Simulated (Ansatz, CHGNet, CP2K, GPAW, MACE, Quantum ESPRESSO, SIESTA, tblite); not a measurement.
**A faulty GPAW run on random packing of 64Li2S-20P2S5-16LiCl (mol %) (91 atoms)**

Program: GPAW 26.7.0, a calculation on a cell of 36 Li, 41 S, 10 P and 4 Cl, 20.1 Å³ an atom.

run.py reads:

```python
import numpy as np
from ase.io import read
from gpaw import GPAW, FermiDirac

atoms = read("structure.xyz")
atoms.calc = GPAW(
    mode="lcao",
    basis="dzp",
    h=0.2,
    xc="PBE96",
    kpts={"size": (1, 1, 1), "gamma": True},
    occupations=FermiDirac(0.05),
    maxiter=60,
    symmetry={"point_group": False},
    txt="gpaw.txt",
)
energy = atoms.get_potential_energy(force_consistent=True)
forces = atoms.get_forces()
print(f"energy {energy:.6f} eV")
print("forces (eV/A)")
for i, (a, f) in enumerate(zip(atoms, forces)):
    print(f"{i:4d} {a.symbol:2s} {f[0]:10.5f} {f[1]:10.5f} {f[2]:10.5f}")
print(f"Fermi level {atoms.calc.get_fermi_level():.4f} eV")
for k in range(len(atoms.calc.get_ibz_k_points())):
    for s in range(atoms.calc.get_number_of_spins()):
        e = atoms.calc.get_eigenvalues(kpt=k, spin=s)
        n = np.searchsorted(e, atoms.calc.get_fermi_level())
        print(f"k {k} spin {s} levels about the Fermi level:", np.round(e[max(n - 6, 0):n], 4).tolist(), "|", np.round(e[n:n + 6], 4).tolist())
```

structure.xyz reads:

```xyz
91
Lattice="12.22750 0.00000 0.00000 0.00000 12.22750 0.00000 0.00000 0.00000 12.22750" Properties=species:S:1:pos:R:3 pbc="T T T"
Li 2.27187 9.95429 2.25231
Li 1.71014 11.66797 8.35040
Li 3.39130 9.06437 8.54604
Li 10.11471 10.13305 10.55661
Li 9.65679 3.42945 5.72761
Li 6.97567 9.03441 11.63422
Li 6.42592 8.41790 3.91182
Li 10.38433 3.48557 2.81122
Li 5.97264 7.02507 7.54449
Li 0.39519 0.92293 3.75812
[... 77 atom lines left out ...]
Cl 6.47055 10.06115 1.32448
Cl 10.62778 0.03864 6.67646
Cl 0.64121 6.84471 2.82541
Cl 8.48014 7.85140 3.45207
```

On the command line:

```sh
$ OMP_NUM_THREADS=1 python run.py > output.txt
```

The log of the run:

```text
ValueError: not enough values to unpack (expected 2, got 1)
NameError: Unknown functional: PBE96.
```

gpaw.txt:

```text
Input parameters:
  mode=LCAO(),
  basis={'default': 'dzp'},
  h=0.2,
  kpts=MonkhorstPack(size=(1, 1, 1), gamma=True),
  maxiter=60,
  occupations=Occupations(name='fermi-dirac', width=0.05, fixmagmom=False),
  symmetry=Symmetry(point_group=False),
  xc=XC(name='PBE96')
timing:  # [seconds]
  Total: 0.028  # ━━━━━━━━━━━━━━━━━━━━━━━━━━━━━━━━━━━━━━━━━━━━━━━━━━━━━━━━━━━
  Init:  0.006  # ━━━━━━━━━━━━━╸
```

Run time: 1.2 s. Hardware: 1 thread of Arm Neoverse V2, shared host; peak memory 0.14 GiB.

Banners, paths, timers and routine set-up lines are dropped from the logs unmarked, and long logs keep their key lines alone; longer cuts are marked.

Q: Find the fault and mend it.

An unknown functional: functional PBE96.

The program stopped at the start.

[Also dropped from logs without a mark: logging warnings of Python, and SIESTA's first energy breakdown and zero terms.]

[Logs are printed without paths, hosts, clocks, repeated set-up lines and the standing remarks that a program may print on its own settings, such as how far it seeks lower states.]

[Hosts, paths, dates, database ids (printed as entryN), source tags and the programs' standing remarks are cut or masked in the printed files.]
